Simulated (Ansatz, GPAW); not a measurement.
# Ballistic transport through pyrimidine-2,5-dithiol between two Pd chains, from relaxation to T(E), part 2 of 3

Aim: the conductance of pyrimidine-2,5-dithiol between two Pd chains after relaxation, and whether geometry, basis or functional moves it most.

GPAW 26.7.0 and Ansatz 0.2.0; Ansatz plane waves; relaxation of the junction with the lead ends held; PAW set soft_1 (the session's first sound run).

So far, transmission at the Fermi level (one spin): step 3 (plane-wave reference (PBE)) 0.243. Also conductance of the perfect lead (G₀): step 3 3.99.

## (4) GPAW, dzp

Localised orbitals split the wire into layers that couple to their neighbours alone, which is what the Green's function method needs; double zeta with polarisation is the usual level for numbers.

This step: GPAW LCAO, PAW setups; Landauer transmission from Green's functions with principal layers (ASE), zero bias (GPAW 26.7.0).

Input file run.py:

```python
import json
import numpy as np
from ase import Atoms
from ase.transport.calculators import TransportCalculator
from gpaw import GPAW, FermiDirac
from gpaw.lcao.tools import get_lcao_hamiltonian
from scipy.linalg import eigh

# The junction with lead layers at both ends, along the third cell vector
device = Atoms(
    ['Pd', 'Pd', 'Pd', 'Pd', 'Pd', 'Pd', 'Pd', 'Pd', 'S', 'C', 'N', 'N', 'C', 'C', 'H', 'H', 'C', 'S', 'Pd', 'Pd', 'Pd', 'Pd', 'Pd', 'Pd', 'Pd', 'Pd'],
    positions=[
        [7.35635, 4.50000, 1.25000],
        [7.35635, 4.50000, 3.75000],
        [7.35635, 4.50000, 6.25000],
        [7.35635, 4.50000, 8.75000],
        [7.35635, 4.50000, 11.25000],
        [7.35635, 4.50000, 13.75000],
        [6.62404, 4.57251, 16.17969],
        [7.65427, 4.64409, 18.53528],
        [5.61815, 4.06544, 19.25859],
        [6.23884, 4.25076, 20.87736],
        [7.55536, 4.61588, 20.90275],
        [5.47917, 4.04355, 21.95828],
        [8.12778, 4.76940, 22.09863],
        [6.05610, 4.19699, 23.14717],
        [9.18061, 5.05675, 22.11514],
        [5.42978, 4.02914, 24.02834],
        [7.41591, 4.56306, 23.31511],
        [8.24973, 4.76951, 24.83621],
        [7.14407, 4.22731, 26.69873],
        [7.63974, 4.81965, 29.17960],
        [7.35635, 4.50000, 31.67534],
        [7.35635, 4.50000, 34.17534],
        [7.35635, 4.50000, 36.67534],
        [7.35635, 4.50000, 39.17534],
        [7.35635, 4.50000, 41.67534],
        [7.35635, 4.50000, 44.17534]],
    cell=[[14.71271, 0.0, 0.0], [0.0, 9.0, 0.0], [0.0, 0.0, 45.42534]],
    pbc=True)

# One principal layer of the lead: the first 5 atoms of the device
lead = Atoms(
    ['Pd', 'Pd', 'Pd', 'Pd', 'Pd'],
    positions=[
        [7.35635, 4.50000, 1.25000],
        [7.35635, 4.50000, 3.75000],
        [7.35635, 4.50000, 6.25000],
        [7.35635, 4.50000, 8.75000],
        [7.35635, 4.50000, 11.25000]],
    cell=[[14.71271, 0.0, 0.0], [0.0, 9.0, 0.0], [0.0, 0.0, 12.5]],
    pbc=True)

settings = dict(mode='lcao', basis='dzp', xc='PBE', h=0.18,
                occupations=FermiDirac(0.1), maxiter=250,
                mixer=dict(beta=0.1, nmaxold=8, weight=100.0),
                convergence=dict(density=0.0001))
energies = np.arange(-2, 2 + 1e-9, 0.025)
eta = 0.0001
n1, n2 = 1, 1
# k and -k transmit alike, so half of the mesh across the current serves
mesh = [(i, j) for i in range(n1) for j in range(n2) if (i, j) <= (-i % n1, -j % n2)]
weights = np.array([1 if (i, j) == (-i % n1, -j % n2) else 2 for i, j in mesh]) / (n1 * n2)


def ground_state(atoms, size, txt):
    atoms.calc = GPAW(kpts={'size': size, 'gamma': True}, symmetry={'tolerance': 1e-3}, txt=txt, **settings)
    atoms.get_potential_energy()
    return atoms.calc.get_fermi_level()


def blocks(atoms, fermi, points, nz, cells):
    """H - E_F S and S between cell 0 and the cells above it, at each point across the current."""
    kz = np.arange(nz) / nz
    calc = atoms.calc.fixed_density(kpts=[(*k, z) for k in points for z in kz], symmetry='off', txt=None)
    H, S = get_lcao_hamiltonian(calc)
    H = (H - fermi * S).reshape(len(H), len(points), nz, *S.shape[1:])
    S = S.reshape(H.shape[1:])
    phases = [np.exp(-2j * np.pi * kz * R) / nz for R in cells]
    return [(np.einsum('skzij,z->ksij', H, p), np.einsum('kzij,z->kij', S, p)) for p in phases]


def pair(a, b):
    return np.block([[a, b], [b.T.conj(), a]])


def count_channels(h, s, cells, nk=240):
    """Half the number of times that the lead's bands cross each energy, unfolded to its shortest repeat."""
    b = len(h) // cells
    bands = []
    for k in (np.arange(nk + 1) + 0.5) / nk:
        hk, sk = h[:b, :b].copy(), s[:b, :b].copy()
        for R in range(1, cells):
            phase, block = np.exp(2j * np.pi * k * R), slice(R * b, (R + 1) * b)
            hk += h[:b, block] * phase + (h[:b, block] * phase).T.conj()
            sk += s[:b, block] * phase + (s[:b, block] * phase).T.conj()
        w, u = eigh(sk)
        x = u[:, w > 1e-5] / w[w > 1e-5]**0.5  # drop near-dependent combinations
        bands.append(np.r_[eigh(x.T.conj() @ hk @ x, eigvals_only=True), [1e9] * (w <= 1e-5).sum()])
    below = np.array(bands)[:, :, None] < energies
    return (below[1:] != below[:-1]).sum((0, 1)) / 2


fermi_lead = ground_state(lead, (1, 1, 9), 'lead.txt')
fermi_device = ground_state(device, (1, 1, 2), 'device.txt')
T, channels, eigen, tail, misfit, shifts = [], [], [], 0.0, 0.0, []
for first in range(0, len(mesh), 164):
    points = [(i / n1, j / n2) for i, j in mesh[first:first + 164]]
    (H0k, S0k), (H1k, S1k), (H2k, _) = blocks(lead, fermi_lead, points, 5, range(3))
    [(Hk, Sk)] = blocks(device, fermi_device, points, 2, [0])
    tail = max(tail, abs(H2k).max())
    for H0, S0, H1, S1, H, S in zip(H0k, S0k, H1k, S1k, Hk, Sk):
        n = len(S0)
        # Shift the lead onto the potential of the device's first layer
        shift = ((H[:, 0, 0] - H0[:, 0, 0]) / S0[0, 0]).real.mean()
        shifts.append(shift)
        misfit = max(misfit, abs(H[:, :n, :n] - H0 - shift * S0).max())
        Tk, Ck, Ek = [], [], []
        for s in range(len(H)):
            t = s % len(H0)  # a lead without moments serves both spins
            h1, s1 = pair(H0[t] + shift * S0, H1[t] + shift * S1), pair(S0, S1)
            leads = dict(h1=h1, s1=s1, energies=energies, eta=eta, eta1=eta, eta2=eta)
            calc = TransportCalculator(h=H[s], s=S, eigenchannels=3, **leads)
            Tk.append(calc.get_transmission())
            Ek.append(np.sort(calc.eigenchannels_ne, axis=0)[::-1])
            Ck.append(count_channels(h1, s1, 10))
        T.append(Tk)
        channels.append(Ck)
        eigen.append(Ek)
T, channels = np.array(T), np.array(channels)
mean, open_channels = np.einsum('kse,k->se', T, weights), np.einsum('kse,k->se', channels, weights)

print(f'basis functions: device {len(S)}, principal layer {n}')
print(f'Fermi level: lead {fermi_lead:.4f} eV, device {fermi_device:.4f} eV; lead shifted by {np.mean(shifts):.4f} eV')
print(f'largest coupling past the next layer {tail:.2e} eV, largest misfit of the first layer {misfit:.3f} eV')
print('  E-E_F (eV)   ' + 'T (one spin)  channels')
for e, t, c in zip(energies, mean.T, open_channels.T):
    print(f'{e:10.3f}  ', *[f'{x:11.4e}' for x in t], *[f'{x:9.4f}' for x in c])

kT = 8.617333e-5 * 300
fine = np.linspace(energies[0], energies[-1], 4001)
both = np.exp(np.interp(fine, energies, np.log(np.maximum(mean.sum(0) * 2 / len(mean), 1e-30))))
fermi = lambda mu: 1 / (1 + np.exp(np.clip((fine - mu) / kT, -200, 200)))
slope = fermi(0) * (1 - fermi(0)) / kT
G = np.trapezoid(both * slope, fine) / 2
seebeck = -np.trapezoid(both * slope * fine, fine) / (2 * G * 300) * 1e6
print(f'conductance at 300 K: {G:.5g} G0 a cell; thermopower {seebeck:.4g} uV/K')
bias = [0.1, 0.2, 0.5, 1.0, 1.5, 2.0]
current = [38.74 * np.trapezoid(both * (fermi(V / 2) - fermi(-V / 2)), fine) for V in bias]
for V, I in zip(bias, current):
    print(f'current from the zero-bias T(E) at {V} V: {I:.5g} uA')
zero = abs(energies).argmin()
json.dump(dict(energies=energies.tolist(), T=mean.tolist(), channels=open_channels.tolist(), G=G, seebeck=seebeck,
               bias=bias, current=current, tail=tail, misfit=misfit, shift=np.mean(shifts), n_device=len(S), n_lead=n,
               fermi=[fermi_lead, fermi_device], energy=device.get_potential_energy(),
               moments=device.get_magnetic_moments().tolist(), mesh=mesh, weights=weights.tolist(),
               T_k=T[:, :, zero].tolist(), eigen=np.array(eigen[0]).tolist()), open('result.json', 'w'))
```

Started as:

```console
> OMP_NUM_THREADS=1 OPENBLAS_NUM_THREADS=1 python run.py
```

Elapsed: 6.7 min, on 1 thread of Arm Neoverse V2, shared host; peak memory 3.4 GiB.

The run was cut off at its time limit.

## (5) Single-zeta polarised basis

One radial function a shell plus polarisation makes the matrices smaller; the question is what that costs.

Changes to run.py since step 4:

```diff
@@ -53,3 +53,3 @@
 
-settings = dict(mode='lcao', basis='dzp', xc='PBE', h=0.18,
+settings = dict(mode='lcao', basis='szp(dzp)', xc='PBE', h=0.18,
                 occupations=FermiDirac(0.1), maxiter=250,
```

Elapsed: 5.6 min, on 1 thread; peak memory 3.3 GiB.

This step gave:

| Item | Value |
| --- | --- |
| conductance | 0.3525 G₀ |
| largest coupling past the next principal layer | 1.09e-4 eV |
| largest misfit of the first principal layer | 0.02442 eV |
| shift that aligns the lead | 6.48e-4 eV |
| basis functions of the junction | 320 |
| basis functions of a principal layer | 75 |
| transmission at the Fermi level (one spin) | 0.4401 |

One spin. The transmission, zone mean by energy, zero at the Fermi level:

```csv
energy (eV),"transmission, zone mean"
-2.000,1.07
-1.900,0.918
-1.800,0.926
-1.700,0.893
-1.600,0.632
-1.500,0.251
-1.400,0.119
-1.300,0.0759
-1.200,0.0666
-1.100,0.149
-1.000,0.0877
-0.900,0.129
-0.850,0.224
-0.800,0.119
-0.700,0.0755
-0.600,0.0297
-0.500,0.0571
-0.400,0.129
-0.300,0.397
-0.275,0.492
-0.200,0.344
-0.100,0.311
0.000,0.440
0.100,0.132
0.200,0.0669
0.300,0.0441
0.400,0.0331
0.500,0.0267
0.600,0.0222
0.700,0.0184
0.800,0.0151
0.900,0.0122
1.000,0.00971
1.100,0.00752
1.200,0.00566
1.300,0.00410
1.400,0.00282
1.500,0.00180
1.600,0.00103
1.700,4.8e-4
1.800,1.7e-4
1.900,8.0e-6
2.000,1.5e-4
```

Not self-consistent under bias; the bias window is split evenly. Table of current through one cell, from the zero-bias transmission by bias:

```csv
bias (V),"current through one cell, from the zero-bias transmission (μA)"
0.100,2.61
0.200,4.72
0.500,9.80
1.000,14.7
1.500,16.5
2.000,19.2
```

Transmission of the three most open eigenchannels against energy, zero at the Fermi level:

| energy (eV) | channel 1 | channel 2 | channel 3 |
| --- | --- | --- | --- |
| -2.000 | 0.793 | 0.280 | 1.6e-6 |
| -1.900 | 0.668 | 0.250 | 8.6e-6 |
| -1.800 | 0.647 | 0.279 | 5.5e-5 |
| -1.700 | 0.729 | 0.164 | 1.5e-4 |
| -1.600 | 0.585 | 0.0469 | 2.8e-4 |
| -1.500 | 0.239 | 0.0107 | 3.7e-4 |
| -1.400 | 0.117 | 0.00185 | 1.5e-4 |
| -1.300 | 0.0746 | 9.7e-4 | 3.0e-4 |
| -1.200 | 0.0645 | 0.00161 | 4.8e-4 |
| -1.100 | 0.145 | 0.00367 | 7.0e-4 |
| -1.000 | 0.0785 | 0.00808 | 9.0e-4 |
| -0.900 | 0.0911 | 0.0365 | 0.00144 |
| -0.800 | 0.0766 | 0.0414 | 9.6e-4 |
| -0.700 | 0.0689 | 0.00584 | 6.1e-4 |
| -0.600 | 0.0282 | 0.00143 | 1.0e-4 |
| -0.500 | 0.0531 | 0.00391 | 5.6e-5 |
| -0.400 | 0.129 | 1.8e-4 | 1.9e-5 |
| -0.300 | 0.396 | 6.3e-4 | 5.8e-5 |
| -0.200 | 0.332 | 0.0117 | 1.5e-4 |
| -0.100 | 0.267 | 0.0446 | 1.5e-4 |
| 0.000 | 0.362 | 0.0776 | 6.0e-5 |
| 0.100 | 0.132 | 2.7e-11 | 1.7e-11 |
| 0.200 | 0.0669 | 2.7e-11 | 0 |
| 0.300 | 0.0441 | 2.6e-11 | 0 |
| 0.400 | 0.0331 | 2.6e-11 | 0 |
| 0.500 | 0.0267 | 2.6e-11 | 0 |
| 0.600 | 0.0222 | 2.6e-11 | 0 |
| 0.700 | 0.0184 | 2.6e-11 | 0 |
| 0.800 | 0.0151 | 2.6e-11 | 0 |
| 0.900 | 0.0122 | 2.6e-11 | 0 |
| 1.000 | 0.00971 | 2.6e-11 | 0 |
| 1.100 | 0.00752 | 2.5e-11 | 0 |
| 1.200 | 0.00566 | 2.5e-11 | 0 |
| 1.300 | 0.00410 | 2.5e-11 | 0 |
| 1.400 | 0.00282 | 2.4e-11 | 0 |
| 1.500 | 0.00180 | 2.4e-11 | 0 |
| 1.600 | 0.00103 | 2.3e-11 | 0 |
| 1.700 | 4.8e-4 | 2.2e-11 | 0 |
| 1.800 | 1.7e-4 | 2.1e-11 | 0 |
| 1.900 | 8.0e-6 | 2.4e-11 | 0 |
| 2.000 | 1.5e-4 | 2.1e-11 | 0 |

At the Fermi level T is 0.440 against 0.243 in plane waves.

## (6) Minimal basis

One function for each valence shell of the setup, as for a first survey of a large system.

Changes to run.py since step 5:

```diff
@@ -53,3 +53,3 @@
 
-settings = dict(mode='lcao', basis='szp(dzp)', xc='PBE', h=0.18,
+settings = dict(mode='lcao', basis='sz(dzp)', xc='PBE', h=0.18,
                 occupations=FermiDirac(0.1), maxiter=250,
```

Wall time 4.7 min (1 thread); peak memory 3.2 GiB.

Numbers from this step:

```yaml
conductance: 0.2711 G₀
largest_coupling_past_the_next_principal_layer: 1.08e-4 eV
largest_misfit_of_the_first_principal_layer: 0.02160 eV
shift_that_aligns_the_lead: 0.003053 eV
basis_functions_of_the_junction: 226
basis_functions_of_a_principal_layer: 60
transmission_at_the_fermi_level_one_spin: 0.2690
```

One spin. Transmission, zone mean against energy, zero at the Fermi level:

energy (eV), transmission, zone mean and a bar:
```
   -2.000      0.837 #########################
   -1.800      0.570 #################
   -1.600      0.679 ####################
   -1.500      0.997 ##############################
   -1.400      0.528 ################
   -1.200      0.119 ####
   -1.000      0.103 ###
   -0.825      0.255 ########
   -0.800      0.200 ######
   -0.600      0.081 ##
   -0.400      0.097 ###
   -0.250      0.389 ############
   -0.200      0.359 ###########
    0.000      0.269 ########
    0.200      0.075 ##
    0.400      0.034 #
    0.600      0.021 #
    0.800      0.014 
    1.000      0.008 
    1.200      0.004 
    1.400      0.002 
    1.600      0.000 
    1.800      0.000 
    2.000      0.001
```

At the Fermi level T is 0.269 against 0.243 in plane waves.

## (7) The ladder

Times are wall times on the hardware named with each run. The runs compared:

```csv
no.,run,conductance (G₀),time,memory (GiB)
1,pw PBE,0.2151,6.3 h,7.0
2,szp,0.3525,5.6 min,3.3
3,sz,0.2711,4.7 min,3.2
```

## (8) revPBE in the dzp basis

Back in the dzp basis, the functional changes from PBE to revPBE, to set the spread between functionals beside that between bases.

Changes to run.py since step 6:

```diff
@@ -53,3 +53,3 @@
 
-settings = dict(mode='lcao', basis='sz(dzp)', xc='PBE', h=0.18,
+settings = dict(mode='lcao', basis='dzp', xc='revPBE', h=0.18,
                 occupations=FermiDirac(0.1), maxiter=250,
```

Wall time 6.7 min (1 thread); peak memory 3.4 GiB.

The run was cut off at its time limit.

## (9) The structure as built

The dzp basis with PBE on the structure as first built shows what the relaxation was worth.

Changes to run.py since step 8:

```diff
@@ -18,16 +18,16 @@
         [7.35635, 4.50000, 13.75000],
-        [6.62404, 4.57251, 16.17969],
-        [7.65427, 4.64409, 18.53528],
-        [5.61815, 4.06544, 19.25859],
-        [6.23884, 4.25076, 20.87736],
-        [7.55536, 4.61588, 20.90275],
-        [5.47917, 4.04355, 21.95828],
-        [8.12778, 4.76940, 22.09863],
-        [6.05610, 4.19699, 23.14717],
-        [9.18061, 5.05675, 22.11514],
-        [5.42978, 4.02914, 24.02834],
-        [7.41591, 4.56306, 23.31511],
-        [8.24973, 4.76951, 24.83621],
-        [7.14407, 4.22731, 26.69873],
-        [7.63974, 4.81965, 29.17960],
+        [7.35635, 4.50000, 16.25000],
+        [7.35635, 4.50000, 18.75000],
+        [5.12859, 4.64285, 19.57528],
+        [5.22559, 4.92850, 21.31448],
+        [6.45541, 5.00577, 21.85050],
+        [4.07788, 5.05137, 21.99895],
+        [6.50915, 5.22458, 23.18344],
+        [4.19604, 5.26800, 23.32774],
+        [7.51651, 5.29206, 23.58581],
+        [3.25000, 5.36741, 23.85418],
+        [5.40051, 5.35927, 23.99396],
+        [5.49970, 5.65131, 25.73103],
+        [7.35635, 4.50000, 26.67534],
+        [7.35635, 4.50000, 29.17534],
         [7.35635, 4.50000, 31.67534],
@@ -53,3 +53,3 @@
 
-settings = dict(mode='lcao', basis='dzp', xc='revPBE', h=0.18,
+settings = dict(mode='lcao', basis='dzp', xc='PBE', h=0.18,
                 occupations=FermiDirac(0.1), maxiter=250,
```

Run time: 6 min. Hardware: 1 thread; peak memory 3.4 GiB.

The run was cut off at its time limit.

## (10) The levels side by side

The curves are compared point by point over the common energies.

This step: comparison of transmission and cost over codes, levels and geometry; PAW set soft_1 (GPAW 26.7.0).

Ladder, by row:

```csv
step,code,T at the Fermi level (sum over the listed spins),conductance (G0),r.m.s. T(E) from the first,wall time (s),peak memory (GiB),threads
pw-pbe,Ansatz,0.2431,0.2151,0,22578,7.042,4
szp,GPAW,0.4401,0.3525,0.1115,333.1,3.29,1
sz,GPAW,0.269,0.2711,0.2276,283.9,3.16,1
```

Table of transmission, zone mean, sum over the listed spins by energy, zero at the Fermi level:

```
energy (eV)   pw-pbe      szp       sz
     -2.000     1.39     1.07    0.837
     -1.900     1.20    0.918    0.659
     -1.800     1.20    0.926    0.570
     -1.700     1.09    0.893    0.489
     -1.600    0.849    0.632    0.679
     -1.500    0.299    0.251    0.997
     -1.400    0.122    0.119    0.528
     -1.300   0.0679   0.0759    0.221
     -1.200   0.0525   0.0666    0.119
     -1.100   0.0905    0.149    0.110
     -1.000    0.105   0.0877    0.103
     -0.900   0.0990    0.129    0.117
     -0.800    0.340    0.119    0.200
     -0.700    0.173   0.0755   0.0742
     -0.600   0.0537   0.0297   0.0810
     -0.500   0.0595   0.0571   0.0558
     -0.400    0.142    0.129   0.0965
     -0.300    0.187    0.397    0.277
     -0.275    0.171    0.492    0.342
     -0.250    0.159    0.456    0.389
     -0.200    0.150    0.344    0.359
     -0.100    0.174    0.311    0.331
      0.000    0.243    0.440    0.269
      0.100    0.125    0.132    0.159
      0.200   0.0917   0.0669   0.0754
      0.300   0.0679   0.0441   0.0468
      0.400   0.0526   0.0331   0.0336
      0.500   0.0414   0.0267   0.0261
      0.600   0.0325   0.0222   0.0211
      0.700   0.0253   0.0184   0.0171
      0.800   0.0194   0.0151   0.0137
      0.900   0.0144   0.0122   0.0107
      1.000   0.0104  0.00971  0.00819
      1.100  0.00722  0.00752  0.00608
      1.200  0.00472  0.00566  0.00434
      1.300  0.00283  0.00410  0.00294
      1.400  0.00148  0.00282  0.00184
      1.500   5.9e-4  0.00180  0.00103
      1.600   1.1e-4  0.00103   4.8e-4
      1.700   8.0e-6   4.8e-4   5.5e-5
      1.800   2.7e-4   1.7e-4   6.9e-6
      1.900   9.1e-4   8.0e-6   1.7e-4
      2.000  0.00204   1.5e-4   5.7e-4
```

(Part 2 of 3 ends here.)

[Logs are printed without paths, hosts, clocks, repeated set-up lines and the standing remarks that a program may print on its own settings, such as how far it seeks lower states.]

[Hosts, paths, dates, database ids (printed as entryN), source tags and the programs' standing remarks are cut or masked in the printed files.]
